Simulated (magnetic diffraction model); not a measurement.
# Which magnetic order? RbErSn

Space group P6_3mc (no. 186), a = 5.7710 Å, c = 8.9600 Å.

```csv
site,atom,x,y,z
2a,Er,0,0,0.7469
2b,Sn,2/3,1/3,0.9710
2b,Rb,2/3,1/3,0.5616
```

This is a made-up structure (elements placed in a structure type, unrelaxed), so the numbers test the method and describe no known phase.

Only Er is taken to order (form factors of Er3+); orders and moment sizes are assumed, and not adapted to the symmetry. Radiation: neutrons of λ = 1.594 Å, 5° to 50°; isotropic B of 0.34 Å² (Er), 0.34 Å² (Sn) and 0.32 Å² (Rb). The intensities are simulated: I ∝ L Σ (|F_N|² + |F_M⊥|²) for unpolarised neutrons, with F_M = 2.695 fm/μB × Σ f(s) S exp(2πi Q·r) exp(−B s²) at Q = H ± k (one set where k and −k are equivalent), only the part normal to Q counting and L = 1/(sin²θ cos θ). For collinear order S is the moment m, which repeats by lattice and centring translations R with the sign exp(−2πi k·R). Form factors are spin-only for 3d ions and dipole or tabulated for f ions, scattering lengths are Sears's of 1992, and absorption is left out. A label names one of the reflections at its angle. The strongest nuclear line in the range is 100, and lines under 0.2 are left out.

Above the ordering temperature:

```csv
2θ (°),index,I
18.35,(1 0 0),0.8
20.50,(0 0 2),3.2
21.04,(1 0 1),10.6
27.64,(1 0 2),100.0
32.07,(1 1 0),95.1
36.22,(1 0 3),25.7
37.20,(2 0 0),0.2
38.36,(1 1 2),5.8
38.67,(2 0 1),3.3
41.69,(0 0 4),7.1
42.84,(2 0 2),43.8
45.90,(1 0 4),7.3
49.15,(2 0 3),14.7
49.91,(2 1 0),0.2
```

Below it (cell unchanged):

```
2θ (°)      I
 10.48  241.6
 16.68   74.1
 17.88   46.0
 18.35    0.8
 20.50    3.2
 21.04   10.6
 22.14   30.8
 24.90   79.8
 27.33   14.3
 27.64  100.0
 28.16   34.8
 28.91   47.6
 30.35   12.3
 31.79   22.5
 32.07   95.1
 33.83   33.6
 35.70   23.4
 36.22   25.7
 36.96   24.7
 37.20    0.2
 37.49    6.2
 38.13   11.8
 38.36    5.8
 38.67    3.3
 39.83    5.7
 41.02   27.7
 41.69    7.1
 42.62   15.1
 42.84   43.8
 43.20   21.3
 43.71   21.8
 44.18   11.6
 45.78   17.1
 45.90    7.3
 46.23    6.0
 47.30   10.2
```
(The table stops after 36 lines; 6 more lie at higher angle.)

**Question.** Check that the new lines index with k = (0 1/2 1/2), then choose among these models:
A. collinear moments along [100], 8 μB on Er; signs + at (0, 0, 0.7469), + at (0, 0, 0.2469)
B. collinear moments along [101], 8 μB on Er; signs + at (0, 0, 0.7469), + at (0, 0, 0.2469)
C. collinear moments along [100], 8 μB on Er; signs + at (0, 0, 0.7469), − at (0, 0, 0.2469)
D. collinear moments along [101], 8 μB on Er; signs + at (0, 0, 0.7469), − at (0, 0, 0.2469)

The new lines index as (0 1/2 1/2) at 10.48°, (1 -1/2 1/2) at 16.68°, (0 1/2 3/2) at 17.88° and (1 -1/2 3/2) at 22.14°, that is as H ± k with k = (0 1/2 1/2), one of 3 inequivalent arms of its star (k and −k counted as one), which a powder can't tell apart. Half indices mean that the moments reverse under translations with k·R a half-integer, and the magnetic cell has twice the primitive volume.

Magnetic intensity, observed (below minus above) and for each model:

| 2θ (°) | index | observed | A | B | C | D |
| --- | --- | --- | --- | --- | --- | --- |
| 10.48 | (0 1/2 1/2) | 241.6 | 290.2 | 241.6 | 290.2 | 241.6 |
| 16.68 | (1 -1/2 1/2) | 74.1 | 10.4 | 74.1 | 10.4 | 74.1 |
| 17.88 | (0 1/2 3/2) | 46.0 | 95.9 | 46.0 | 95.9 | 46.0 |
| 24.90 | (1 1/2 1/2) | 79.8 | 55.4 | 79.8 | 55.4 | 79.8 |
| 27.33 | (0 1/2 5/2) | 14.3 | 38.2 | 14.3 | 38.2 | 14.3 |
| 33.83 | (2 -1/2 1/2) | 33.6 | 4.6 | 33.6 | 4.6 | 33.6 |
| 36.96 | (2 -1/2 3/2) | 24.7 | 9.1 | 24.7 | 9.1 | 24.7 |
| 37.49 | (0 1/2 7/2) | 6.2 | 18.3 | 6.2 | 18.3 | 6.2 |

Models B and D match alike on every line, so these data can't choose among them (such ties are often domains of one structure).

The structure used: k = (0 1/2 1/2), collinear moments along [101], 8 μB on Er; signs + at (0, 0, 0.7469), − at (0, 0, 0.2469).

[Logs are printed without paths, hosts, clocks, repeated set-up lines and the standing remarks that a program may print on its own settings, such as how far it seeks lower states.]
